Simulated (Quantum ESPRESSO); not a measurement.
# MnNi3: parallel and opposed starts

Wanted: the moments of MnNi3 and the energy of each order that was tried.

Main program and level: Quantum ESPRESSO 7.5; PBEsol; plane waves with GBRV 1.5 PBEsol potentials, no spin-orbit coupling.

Most raw output is cut from this account.

### Step 1. The structure

Symmetry: Pm-3m, No. 221, cubic system. The conventional cell has a = 3.593 Å, b = 3.593 Å, c = 3.593 Å, α = 90.00°, β = 90.00°, γ = 90.00°. Mn has 12 Ni at 2.54 Å nearest. Ni has 4 Mn at 2.54 Å and 8 Ni at 2.54 Å nearest. Farther neighbours are not listed.

The cell comes from the Crystallography Open Database.

### Step 2. Run 1, typed as ferro ++++

The signs are those of the starting moments on the seeded atoms, the atoms that are given a moment.

Contents of pw.in:

```
&CONTROL
  calculation = 'scf'
  prefix = 'pwscf'
  outdir = './tmp'
  pseudo_dir = './pseudo'
  disk_io = 'nowf'
/
&SYSTEM
  ibrav = 0
  celldm(1) = 8
  nat = 4
  ntyp = 2
  ecutwfc = 40
  ecutrho = 280
  nbnd = 48
  occupations = 'smearing'
  smearing = 'fd'
  degauss = 0.00367493
  nspin = 2
  starting_magnetization(1) = 0.2333
  starting_magnetization(2) = 0.0556
/
&ELECTRONS
  conv_thr = 8d-09
  electron_maxstep = 150
  mixing_beta = 0.3
/
ATOMIC_SPECIES
Mn     54.9380 mn_pbesol_v1.5.uspp.F.UPF
Ni     58.6934 ni_pbesol_v1.4.uspp.F.UPF
CELL_PARAMETERS alat
   0.8487232457225    0.0000000000000    0.0000000000000
   0.0000000000000    0.8487232457225    0.0000000000000
   0.0000000000000    0.0000000000000    0.8487232457225
ATOMIC_POSITIONS crystal
Mn      0.0000000000    0.0000000000    0.0000000000
Ni      0.0000000000    0.5000000000    0.5000000000
Ni      0.5000000000    0.0000000000    0.5000000000
Ni      0.5000000000    0.5000000000    0.0000000000
K_POINTS automatic
10 10 10 0 0 0
```

Started as:

```console
$ OMP_NUM_THREADS=1 mpirun -n 4 pw.x -nk 4 -in pw.in > pw.out
```

The job ended after 51 s (4 MPI ranks of Intel Xeon at 2.70GHz, shared host; peak memory 0.46 GiB).

Spin moment in the atom's sphere by atom:

```
atom  spin moment in the atom's sphere (μB)
 Mn1                                   3.22
 Ni2                                   0.60
 Ni3                                   0.60
 Ni4                                   0.60
```

Read from the output:

```yaml
smearing_term_ts: 0.03361 eV
magnetization: 4.984 μB
absolute_magnetization: 5.402 μB
final_state: ferromagnetic
```

### Step 3. Run 2 (antiferro q=(0,1/2,1/2) +−+−+−+−)

The cell is doubled to 8 atoms to hold this order. The wavevector q is in fractions of the reciprocal vectors of the crystal's primitive cell, as the cells of these inputs are built from it; moments change sign between cells as cos(2π q·R).

Contents of pw.in:

```
&CONTROL
  calculation = 'scf'
  prefix = 'pwscf'
  outdir = './tmp'
  pseudo_dir = './pseudo'
  disk_io = 'nowf'
/
&SYSTEM
  ibrav = 0
  celldm(1) = 8
  nat = 8
  ntyp = 4
  ecutwfc = 40
  ecutrho = 280
  nbnd = 84
  occupations = 'smearing'
  smearing = 'fd'
  degauss = 0.00367493
  nspin = 2
  starting_magnetization(1) = 0.2333
  starting_magnetization(2) = -0.2333
  starting_magnetization(3) = 0.0556
  starting_magnetization(4) = -0.0556
/
&ELECTRONS
  conv_thr = 1.6d-08
  electron_maxstep = 150
  mixing_beta = 0.3
/
ATOMIC_SPECIES
Mn1    54.9380 mn_pbesol_v1.5.uspp.F.UPF
Mn2    54.9380 mn_pbesol_v1.5.uspp.F.UPF
Ni1    58.6934 ni_pbesol_v1.4.uspp.F.UPF
Ni2    58.6934 ni_pbesol_v1.4.uspp.F.UPF
CELL_PARAMETERS alat
   0.8487232457225    0.0000000000000    0.0000000000000
   0.0000000000000    1.6974464914451    0.0000000000000
   0.0000000000000    0.8487232457225    0.8487232457225
ATOMIC_POSITIONS crystal
Mn1     0.0000000000    0.0000000000    0.0000000000
Mn2     0.0000000000    0.5000000000    0.0000000000
Ni1     0.0000000000    0.0000000000    0.5000000000
Ni2     0.0000000000    0.5000000000    0.5000000000
Ni1     0.5000000000    0.7500000000    0.5000000000
Ni2     0.5000000000    0.2500000000    0.5000000000
Ni1     0.5000000000    0.2500000000    0.0000000000
Ni2     0.5000000000    0.7500000000    0.0000000000
K_POINTS automatic
10 5 10 0 0 0
```

Elapsed: 21 min, on 4 MPI ranks; peak memory 1.3 GiB.

Spin moment in the atom's sphere by atom:

```
atom  spin moment in the atom's sphere (μB)
 Mn1                                   3.21
 Mn2                                  -3.21
 Ni3                                   0.00
 Ni4                                   0.00
 Ni5                                   0.00
 Ni6                                   0.00
 Ni7                                   0.00
 Ni8                                   0.00
```

Read from the output:

```
smearing term TS       : 0.1162 eV
magnetization          : 0 μB
absolute magnetization : 7.308 μB
final state            : antiferromagnetic
```

The typed signs were not kept.

### Step 4. Run 3 (antiferro q=(0,0,1/2) +−+−+−+−)

The cell is doubled to 8 atoms to hold this order.

Contents of pw.in:

```
&CONTROL
  calculation = 'scf'
  prefix = 'pwscf'
  outdir = './tmp'
  pseudo_dir = './pseudo'
  disk_io = 'nowf'
/
&SYSTEM
  ibrav = 0
  celldm(1) = 8
  nat = 8
  ntyp = 4
  ecutwfc = 40
  ecutrho = 280
  nbnd = 84
  occupations = 'smearing'
  smearing = 'fd'
  degauss = 0.00367493
  nspin = 2
  starting_magnetization(1) = 0.2333
  starting_magnetization(2) = -0.2333
  starting_magnetization(3) = 0.0556
  starting_magnetization(4) = -0.0556
/
&ELECTRONS
  conv_thr = 1.6d-08
  electron_maxstep = 150
  mixing_beta = 0.3
/
ATOMIC_SPECIES
Mn1    54.9380 mn_pbesol_v1.5.uspp.F.UPF
Mn2    54.9380 mn_pbesol_v1.5.uspp.F.UPF
Ni1    58.6934 ni_pbesol_v1.4.uspp.F.UPF
Ni2    58.6934 ni_pbesol_v1.4.uspp.F.UPF
CELL_PARAMETERS alat
   0.8487232457225    0.0000000000000    0.0000000000000
   0.0000000000000    0.8487232457225    0.0000000000000
   0.0000000000000    0.0000000000000    1.6974464914451
ATOMIC_POSITIONS crystal
Mn1     0.0000000000    0.0000000000    0.0000000000
Mn2     0.0000000000    0.0000000000    0.5000000000
Ni1     0.0000000000    0.5000000000    0.2500000000
Ni2     0.0000000000    0.5000000000    0.7500000000
Ni1     0.5000000000    0.0000000000    0.2500000000
Ni2     0.5000000000    0.0000000000    0.7500000000
Ni1     0.5000000000    0.5000000000    0.0000000000
Ni2     0.5000000000    0.5000000000    0.5000000000
K_POINTS automatic
10 10 5 0 0 0
```

Run time: 12 min. Hardware: 4 MPI ranks; peak memory 0.96 GiB.

Spin moment in the atom's sphere by atom:

```
atom  spin moment in the atom's sphere (μB)
 Mn1                                   3.21
 Mn2                                  -3.21
 Ni3                                   0.00
 Ni4                                   0.00
 Ni5                                   0.00
 Ni6                                   0.00
 Ni7                                   0.18
 Ni8                                  -0.18
```

Numbers from this step:

| Item | Value |
| --- | --- |
| smearing term TS | 0.1192 eV |
| magnetization | 0 μB |
| absolute magnetization | 7.6 μB |
| final state | antiferromagnetic |

The typed signs were not kept.

### Step 5. Run 4, typed as antiferro q=(0,0,1/2) +−+−−++−

The cell is doubled to 8 atoms to hold this order.

pw.in: that of step 4 with these lines changed.

```diff
@@ -43,4 +43,4 @@
 Ni2     0.0000000000    0.5000000000    0.7500000000
-Ni1     0.5000000000    0.0000000000    0.2500000000
-Ni2     0.5000000000    0.0000000000    0.7500000000
+Ni2     0.5000000000    0.0000000000    0.2500000000
+Ni1     0.5000000000    0.0000000000    0.7500000000
 Ni1     0.5000000000    0.5000000000    0.0000000000
```

It took 9 min on 4 MPI ranks; peak memory 0.96 GiB.

This step gave:

- smearing term TS: 0.1192 eV
- magnetization: 0 μB
- absolute magnetization: 7.6 μB
- final state: antiferromagnetic
- largest moment: 3.215 μB

The typed signs were not kept.

### Step 6. Ranking

An order is kept where moments of 0.15 μB or more survive with the typed signs; meshes match where a doubled cell samples the same k points as the first cell.

Orders:

```
                           start        final state  typed order kept  energy over the lowest (meV a seeded atom)  largest site moment (μB)  net moment (μB a cell of the first run)  mesh matched  CPU time (s)
                      ferro ++++      ferromagnetic               yes                                           0                     3.216                                    4.984           yes         200.4
antiferro q=(0,1/2,1/2) +-+-+-+-  antiferromagnetic                no                                       45.74                     3.213                                        0           yes          5109
  antiferro q=(0,0,1/2) +-+-+-+-  antiferromagnetic                no                                       44.42                     3.215                                 0.001856           yes          2986
  antiferro q=(0,0,1/2) +-+--++-  antiferromagnetic                no                                       44.42                     3.215                                  7.18e-4           yes          2160
```

### Step 7. Summary of results

* lowest state found: ferromagnetic (from ferro ++++)
* largest site moment: 3.22 μB
* next state with moments: antiferromagnetic, 44.4 meV a seeded atom higher

3 starts left the typed signs, so such an energy belongs to the state reached, not the one typed. This is the lowest of 4 collinear or spinless starts, no proof of the ground state.

[Logs and program files are shortened in this print: banners, set-up blocks, solver, clock and traceback lines can be left out without a mark of their own.]

[Logs are printed without paths, hosts, clocks, repeated set-up lines and the standing remarks that a program may print on its own settings, such as how far it seeks lower states.]

[Hosts, paths, dates, database ids (printed as entryN), source tags and the programs' standing remarks are cut or masked in the printed files.]

[Where a cell is said to come from a database of computed structures, the database is the Materials Project.]
